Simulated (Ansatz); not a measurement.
# Core levels in a random alloy: Mg13Sb3 (Sb on 19 % of the Mg sites, one arrangement), part 3 of 3

Wanted: how composition and neighbours shift and broaden the core lines of Mg13Sb3 (Sb on 19 % of the Mg sites, one arrangement). Spin–orbit coupling is left out of the bands throughout.

Ansatz 0.2.0; DFT, PBE, plane-wave PAW, default files, scalar-relativistic.

So far. Step 3 (Valence states): The largest force component on a free atom is 0.023 eV/Å, so the atoms are at rest for these settings too. At the Fermi level the DOS is 6.99 states/eV a cell.

**5. The pure metal: Mg**

System of this step: Mg. Symmetry: P6_3/mmc, No. 194, hexagonal system. The conventional cell has a = 3.190 Å, b = 3.190 Å, c = 5.190 Å, α = 90.00°, β = 90.00°, γ = 120.00°. Nearest to Mg lie 12 Mg at 3.18 to 3.19 Å.

Shifts are quoted against the pure metal, so it gets the same hole in a cell of like size.

input.yaml reads:

```yaml
crystal:
  lattice:
    - [-4.785, 2.7626210381, 5.19]
    - [-4.785, 2.7626210381, -5.19]
    - [-3.19, -5.5252420761, 5.19]
  atoms:
    - { symbol: Mg_h, position: [0.875, 0.625, 0.75] }
    - { symbol: Mg, position: [0.375, 0.125, 0.75] }
    - { symbol: Mg, position: [0.25, 0.75, 0.5] }
    - { symbol: Mg, position: [0.75, 0.25, 0.5] }
    - { symbol: Mg, position: [0.625, 0.875, 0.25] }
    - { symbol: Mg, position: [0.125, 0.375, 0.25] }
    - { symbol: Mg, position: [0.5, 0.5, 0.0] }
    - { symbol: Mg, position: [0.0, 0.0, 0.0] }
    - { symbol: Mg, position: [0.3333333333, 0.3333333333, 0.5] }
    - { symbol: Mg, position: [0.8333333333, 0.8333333333, 0.5] }
    - { symbol: Mg, position: [0.7083333333, 0.4583333333, 0.25] }
    - { symbol: Mg, position: [0.2083333333, 0.9583333333, 0.25] }
    - { symbol: Mg, position: [0.0833333333, 0.5833333333, 0.0] }
    - { symbol: Mg, position: [0.5833333333, 0.0833333333, 0.0] }
    - { symbol: Mg, position: [0.9583333333, 0.2083333333, 0.75] }
    - { symbol: Mg, position: [0.4583333333, 0.7083333333, 0.75] }
kpoints:
  mp_grid: { grid: [4, 4, 4] }
scf:
  occupations: { method: fermi_dirac, width: 0.08 }
  n_extra_bands: 19
hamiltonian:
  xc: pbe
  pseudopotentials: { kind: paw }
output:
  forces: true
  dos:
    projected: true
    de: 0.05
    e_range: [-30, 12]
    method: { smearing: { sigma: 0.1, scheme: gaussian } }
  core_levels:
    shells: { Mg_h: "2p" }
    counted_from: fermi_level
    add_spin: false
```

Started as:

```sh
> ansatz run input.yaml --threads 4 --pin off --max-ram 14336MiB --backend cpu --events-out ev --progress --plain --runs-dir out
```

Numbers of over 12 decimals in the logs are rounded to 6 here.

What it wrote:

```text
[...]
Crystal: 16 atoms, lattice volume = 365.906 Å³
Basis set: ecut = 420 eV, 7159 PW (Γ), exchange–correlation on 108×108×120 points (8 copies of the dense FFT grid, shifted against one another)
Bands: 99, of which v1, the nominal top of the filled ones, is band 80 counted from 1 (79 counted from 0)
Symmetry: 4 space group operations
[...]
k-points: 18 of 64 (time reversal used)
[...]
SCF iter   1: F=—  HF=-30780.908505 eV  |F-HF|=—  |Δ(HF+E_count)|=         —  Δρ=9.03e-4  dr2=3.61e-3  ethr=1.77e-3  ⟨swp⟩=8.6  Hψ=8423  notcnv=0  defer=22
[...]
SCF iter   6: F=-30780.908243 eV  HF=-30780.908243 eV  |F-HF|=3.37e-9  |Δ(HF+E_count)|=   5.17e-8  Δρ=1.42e-6  dr2=6.83e-9  ethr=6.25e-11  ⟨swp⟩=10.6  Hψ=6973  notcnv=0
SCF 1 converged in 6 iterations: F = -30780.908243 eV  dr2 = 6.83e-9
[...]
── core hole 1/1: 2p of Mg_h 0 ──
── 2p of Mg_h 0: 49.817 eV over the cell without the hole, in 7 iterations ──
SCF converged after 6 iterations
Free energy (F): -30780.908243 eV
[...]
Internal energy: -30780.766614 eV  (E = F + TS)
E sigma→0 (E₀):  -30780.837428 eV
Entropy (-TS):   -0.141628 eV (-8.852 meV/atom)
Fermi energy:    5.681491 eV
[...]
--- Forces (eV/Å), atoms counted from 1 ---
  atom   1  Mg_h    -0.00416468     0.00240448     0.00000000
  atom   2  Mg      -0.00416500     0.00240466     0.00000000
  atom   3  Mg      -0.00416369     0.00240392     0.00000000
  atom   4  Mg      -0.00416399     0.00240416    -0.00000000
  atom   5  Mg      -0.00416314     0.00240353     0.00000000
  atom   6  Mg      -0.00416309     0.00240362     0.00000000
  atom   7  Mg      -0.00416406     0.00240404    -0.00000000
  atom   8  Mg      -0.00416371     0.00240390     0.00000000
  atom   9  Mg       0.00416401    -0.00240419     0.00000008
  atom  10  Mg       0.00416401    -0.00240419    -0.00000008
  atom  11  Mg       0.00416296    -0.00240349    -0.00000000
  atom  12  Mg       0.00416296    -0.00240349    -0.00000000
  atom  13  Mg       0.00416409    -0.00240405     0.00000008
  atom  14  Mg       0.00416409    -0.00240405    -0.00000008
  atom  15  Mg       0.00416471    -0.00240449    -0.00000059
  atom  16  Mg       0.00416471    -0.00240449     0.00000059
  max |Σ_I F_I| component: 1.79e-7 eV/Å
--- Band table (eV; the first three rows and the last of 18) ---
  k-point 0: bands = [... 76 lower, 3.5582, 3.9882, 4.4223, 6.6881, 6.6881, 6.9918, 6.9918, 7.3741, ... 15 higher]
  k-point 1: bands = [... 76 lower, 4.1992, 4.3517, 4.6472, 5.4861, 5.4941, 5.8913, 6.3048, 6.8949, ... 15 higher]
  k-point 2: bands = [... 76 lower, 4.5851, 4.5851, 4.8329, 4.8329, 5.2435, 5.2435, 5.2435, 5.2435, ... 15 higher]
  k-point 17: bands = [... 76 lower, 5.2439, 5.2439, 5.9619, 5.9619, 5.9619, 5.9619, 6.3331, 6.3331, ... 15 higher]
[...]
the holes have no spin, as output.core_levels.add_spin types it
  atom         alike  shell      binding/eV   shift/eV difference/eV images/eV   SCF
  Mg_h 0           1     2p          49.817     +0.000        49.817         –     7
[...]
```

The job ended after 51 s (4 threads of Intel Xeon at 2.50GHz (Skylake/Cascade Lake), shared host; peak memory 1.2 GiB; 2.9 min of CPU time).

Numbers from this step:

```yaml
free_energy: -30780.9082 eV
energy_at_zero_smearing: -30780.8374 eV
smearing_term_ts: 0.1416 eV
fermi_energy: 5.681 eV
symmetry_operations: 4
share_of_occupied_states_in_no_projected_shell: 0.2693 of the occupied states in the window
dos_at_the_fermi_level: 7.387 states/eV/cell
```

This run's widths, added to any smearing of the DOS itself: Gaussian 0.2 eV, Lorentzian 0.05 eV plus 0.08 an eV of depth. Table of intensity by binding energy, zero at the Fermi level; values in % of the maximum within 13 eV:

```tsv
binding energy (eV)	21.2 eV	100 eV	1486.7 eV	8047.8 eV = 9251.7 eV
-1.0	1.64	1.70	1.59	1.56
-0.5	2.73	2.98	2.61	2.54
0.0	36.3	45.1	33.3	31.7
0.5	60.8	81.5	54.2	50.7
1.0	71.3	86.2	65.9	63.2
1.5	80.5	86.0	77.5	76.0
2.0	93.7	92.1	92.3	91.6
2.5	90.0	84.3	89.7	89.5
3.0	85.2	77.6	85.5	85.7
3.5	93.0	83.1	93.7	94.1
4.0	79.6	70.3	80.5	80.9
4.5	76.2	66.8	77.2	77.7
5.0	62.5	54.6	63.4	63.8
5.5	59.1	51.5	59.9	60.3
6.0	42.9	37.4	43.6	43.9
6.5	28.9	25.2	29.4	29.6
7.0	12.6	11.0	12.8	12.9
7.5	4.94	4.33	5.00	5.04
8.0	2.80	2.46	2.83	2.85
8.5	1.88	1.66	1.90	1.91
```

The spectra weight each projected shell by its atomic cross section (Dirac–Hartree–Slater) and angular factor, for linear light with the analyser at 30° from the polarisation. Broadening, on top of any smearing of the DOS itself: a Gaussian of 0.2 eV and a Lorentzian of 0.05 eV plus 0.08 times the binding energy (full widths), Fermi edge at 77 K. Curves are cut 10 eV under the photon energy, above any shell that the free atom's threshold puts out of reach, or at the lower edge of the window: 8.7 eV at 21.2 eV, 8.7 eV at 100 eV, 8.7 eV at 1486.7 eV, 8.7 eV at 8047.8 eV and 8.7 eV at 9251.7 eV. Dipole terms alone, which is rough above 3 keV; no background, satellites or final-state effects.

How the area divides among the shells (%):

```tsv
shell	21.2 eV	100 eV	1486.7 eV	8047.8 eV	9251.7 eV
Mg 3s	95.5	84.9	98.3	99.7	99.8
Mg 3p*	4.5	15.1	1.7	0.3	0.2
```

Each level is the free energy with the hole less that without it. The electron goes to the Fermi level, so the difference is a binding energy from E_F. The hole's nearest image is 7.6 Å away, and the holes carry no spin, so absolute levels are rough.

```tsv
atom	region	shell	level (eV)	shift (eV)	j lines (eV)	doubts
Mg1	Mg1	2p	49.82	-	50.00 / 49.73	-
```

Levels of p, d and f shells are means over their two j lines, weighted by degeneracy; the splitting comes from the atom's own solve. 

At the Fermi level the DOS is 7.39 states/eV a cell.

**6. Z+1 stand-in on atom 4**

System of this step: Mg12AlSb3. The cell holds 16 atoms: 12 Mg, 1 Al and 3 Sb. Cell: a = 7.850 Å, b = 7.300 Å, c = 8.275 Å, α = 113.7°, β = 63.5°, γ = 88.1°. It derives from Mg and Sb.

An atom with a screened core hole acts much like the next element, so swapping it gives a second estimate of the shift between sites.

input.yaml reads:

```yaml
crystal:
  lattice:
    - [-4.8447626994, 2.8701805812, 5.4687313886]
    - [-4.6065656786, 2.528102594, -5.0670349361]
    - [-3.4219054402, -5.4911466085, 5.1589992325]
  atoms:
    - { symbol: Mg, position: [0.8870867574, 0.6266380032, 0.7505544393] }
    - { symbol: Mg, position: [0.3757165648, 0.1272931038, 0.7566046243] }
    - { symbol: Mg, position: [0.2524844171, 0.7637827079, 0.4987161136] }
    - { symbol: Al, position: [0.7451932801, 0.2531244639, 0.5073509359] }
    - { symbol: Sb, position: [0.6565313063, 0.8624736168, 0.2378239099] }
    - { symbol: Mg, position: [0.1329898827, 0.3887847364, 0.2498844368] }
    - { symbol: Mg, position: [0.5053167686, 0.510980318, -0.0020230776] }
    - { symbol: Mg, position: [0.0018646531, 0.0112266686, 0.0041000555] }
    - { symbol: Mg, position: [0.3260550996, 0.3176776137, 0.4983598653] }
    - { symbol: Mg, position: [0.8297248894, 0.8247978669, 0.5009879006] }
    - { symbol: Mg, position: [0.7071360675, 0.4505963452, 0.2430630795] }
    - { symbol: Sb, position: [0.1586748946, 0.9929007727, 0.2847976184] }
    - { symbol: Mg, position: [0.09720446, 0.5791463008, -0.0086319651] }
    - { symbol: Mg, position: [0.568717696, 0.0698861186, 0.0055670787] }
    - { symbol: Mg, position: [0.9463894282, 0.2059029974, 0.7589273756] }
    - { symbol: Sb, position: [0.475580501, 0.6814550323, 0.7139176095] }
kpoints:
  mp_grid: { grid: [4, 4, 4] }
scf:
  occupations: { method: fermi_dirac, width: 0.08 }
  n_extra_bands: 16
hamiltonian:
  xc: pbe
  pseudopotentials: { kind: paw }
output:
  forces: true
  stress: true
```

What it wrote:

```text
[...]
Crystal: 16 atoms, lattice volume = 375.232 Å³
Basis set: ecut = 420 eV, 7341 PW (Γ), exchange–correlation on 108×100×120 points (8 copies of the dense FFT grid, shifted against one another)
Bands: 100, of which v1, the nominal top of the filled ones, is band 84 counted from 1 (83 counted from 0)
Symmetry: 1 space group operations
[...]
k-points: 36 of 64 (time reversal used)
[...]
SCF iter   1: F=—  HF=-43077.588064 eV  |F-HF|=—  |Δ(HF+E_count)|=         —  Δρ=1.40e-3  dr2=1.86e-2  ethr=1.77e-3  ⟨swp⟩=8.4  Hψ=15396  notcnv=0  defer=13
[...]
SCF iter   7: F=-43077.585173 eV  HF=-43077.585173 eV  |F-HF|=9.89e-9  |Δ(HF+E_count)|=   1.57e-8  Δρ=1.55e-6  dr2=1.68e-8  ethr=5.95e-11  ⟨swp⟩=4.0  Hψ=11169  notcnv=0
SCF 1 converged in 7 iterations: F = -43077.585173 eV  dr2 = 1.68e-8
[...]
SCF converged after 7 iterations
Free energy (F): -43077.585173 eV
[...]
Internal energy: -43077.425607 eV  (E = F + TS)
E sigma→0 (E₀):  -43077.505390 eV
Entropy (-TS):   -0.159567 eV (-9.973 meV/atom)
Fermi energy:    7.062072 eV
[...]
--- Forces (eV/Å), atoms counted from 1 ---
  atom   1  Mg     0.13859157     0.04589169     0.00607442
  atom   2  Mg    -0.10925471     0.13407822     0.00336802
  atom   3  Mg     0.01015762     0.00394618     0.01748820
  atom   4  Al    -0.03799052    -0.06567668     0.08772759
  atom   5  Sb     0.05447012     0.05239769    -0.07097616
  atom   6  Mg     0.04205267    -0.11825124    -0.00360813
  atom   7  Mg     0.06513893     0.09974182     0.00569408
  atom   8  Mg    -0.07447539    -0.09337771     0.02506216
  atom   9  Mg    -0.05450073     0.02163558     0.05471440
  atom  10  Mg    -0.06964005     0.04096056    -0.10690459
  atom  11  Mg     0.01104159    -0.11331608     0.17161002
  atom  12  Sb     0.05619560    -0.03314606     0.01269904
  atom  13  Mg     0.00356807    -0.00196044    -0.00244336
  atom  14  Mg    -0.00468713    -0.01710601    -0.01138207
  atom  15  Mg     0.03319237     0.03076935    -0.08896940
  atom  16  Sb    -0.06387899     0.01342244    -0.10013810
  max |Σ_I F_I| component: 1.90e-5 eV/Å
--- Stress (GPa, compression-positive) ---
       -0.492011      -0.018936       0.115994
       -0.018936      -0.760037       0.129077
        0.115994       0.129077      -0.496004
  P = ⅓ Tr σ = -0.5827 GPa (-5.827 kbar)
```

Elapsed: 47 s, on 4 threads; peak memory 1.5 GiB; 2.5 min of CPU time.

This step gave:

* free energy: -43077.5852 eV
* energy at zero smearing: -43077.5054 eV
* smearing term TS: 0.1596 eV
* Fermi energy: 7.062 eV
* symmetry operations: 1
* pressure: -0.5827 GPa

Forces of up to 0.21 eV/Å remain, so this geometry is not at rest at this level.

**7. Z+1 stand-in on atom 15**

System of this step: Mg12AlSb3. The cell holds 16 atoms: 12 Mg, 3 Sb and 1 Al. Cell: a = 7.850 Å, b = 7.300 Å, c = 8.275 Å, α = 113.7°, β = 63.5°, γ = 88.1°. It derives from Mg and Sb.

The same swap on atom 15.

Edit input.yaml of step 6 so:

```diff
@@ -9,3 +9,3 @@
     - { symbol: Mg, position: [0.2524844171, 0.7637827079, 0.4987161136] }
-    - { symbol: Al, position: [0.7451932801, 0.2531244639, 0.5073509359] }
+    - { symbol: Mg, position: [0.7451932801, 0.2531244639, 0.5073509359] }
     - { symbol: Sb, position: [0.6565313063, 0.8624736168, 0.2378239099] }
@@ -20,3 +20,3 @@
     - { symbol: Mg, position: [0.568717696, 0.0698861186, 0.0055670787] }
-    - { symbol: Mg, position: [0.9463894282, 0.2059029974, 0.7589273756] }
+    - { symbol: Al, position: [0.9463894282, 0.2059029974, 0.7589273756] }
     - { symbol: Sb, position: [0.475580501, 0.6814550323, 0.7139176095] }
```

What it wrote:

```text
[...]
Crystal: 16 atoms, lattice volume = 375.232 Å³
Basis set: ecut = 420 eV, 7341 PW (Γ), exchange–correlation on 108×100×120 points (8 copies of the dense FFT grid, shifted against one another)
Bands: 100, of which v1, the nominal top of the filled ones, is band 84 counted from 1 (83 counted from 0)
Symmetry: 1 space group operations
[...]
atom  13  Mg     0.12407232    -0.02434009    -0.00570494
  atom  14  Mg    -0.07284780     0.11401574    -0.03717439
  atom  15  Al    -0.07257249    -0.06356800     0.01691182
  atom  16  Sb    -0.01402289    -0.03736795     0.02627868
  max |Σ_I F_I| component: 1.33e-5 eV/Å
--- Stress (GPa, compression-positive) ---
       -0.637275      -0.052265      -0.219721
       -0.052265      -0.765254      -0.022675
       -0.219721      -0.022675      -0.604096
  P = ⅓ Tr σ = -0.6689 GPa (-6.689 kbar)
[key lines of the parts left out:]
SCF converged after 7 iterations
Free energy (F): -43077.782324 eV
Fermi energy:    7.084654 eV
```

Run time: 53 s. Hardware: 4 threads; peak memory 1.5 GiB.

Numbers from this step:

```
free energy             : -43077.7823 eV
energy at zero smearing : -43077.7132 eV
smearing term TS        : 0.1383 eV
Fermi energy            : 7.085 eV
pressure                : -0.6689 GPa
```

The run ends at a pressure of -0.67 GPa, with forces up to 0.21 eV/Å.

**8. What came out**

```
Mg 2p shift from the pure metal                              : +0.11 to +0.35 eV
shift of Mg4 against Mg15                                    : +0.20 eV by Z+1, +0.21 eV by core holes
spread of the Mg level over the listed sites                 : 0.25 eV
spread of the Sb level over the listed sites                 : 0.11 eV
strongest listed peak within 13 eV of the zero, at 1486.7 eV : 3.2 eV binding, mostly Sb 5p
strongest listed peak within 13 eV of the zero, at 21.2 eV   : 3.2 eV binding, mostly Sb 5p
```

**Reading.** Core shifts: Mg +0.11 to +0.35 eV. Among the sites run, the most bound Mg 2p level is that of Mg14, bonded to 9 Mg and 3 Sb; the least bound, 0.25 eV shallower, that of Mg15, bonded to 11 Mg and 1 Sb. At 21.2 eV the valence spectrum has its highest listed peak within 10.8 eV at 3.2 eV (Sb 5p). At 1486.7 eV the valence spectrum has its highest listed peaks within 13 eV at 3.2 eV (Sb 5p) and 9.6 eV (Sb 5s), and the deeper Sb 4d line at 28.9 eV is higher still (without the spin–orbit splitting that a measurement shows). The shell named is the one with most of the intensity, cross sections included, not always the one with most states there. In the main run, from 1486.7 eV towards hard X-rays the Sb 5s share grows by 10 points, as its cross section falls more slowly with photon energy than those of the shells it gains on. Semilocal functionals put filled localised shells such as Sb 4d too near the top of the filled states. Spin–orbit coupling is left out, which matters for the heavy atoms here. Shifts mix charge transfer, volume and screening, so their sign doesn't give the direction of charge flow by itself.

[Logs are printed without paths, hosts, clocks, repeated set-up lines and the standing remarks that a program may print on its own settings, such as how far it seeks lower states.]

[Hosts, paths, dates, database ids (printed as entryN), source tags and the programs' standing remarks are cut or masked in the printed files.]

[Maps of the electrostatic potential energy from Ansatz leave out the sawtooth potential of an applied field or a dipole correction, so their vacuum need not be flat; work functions include it.]
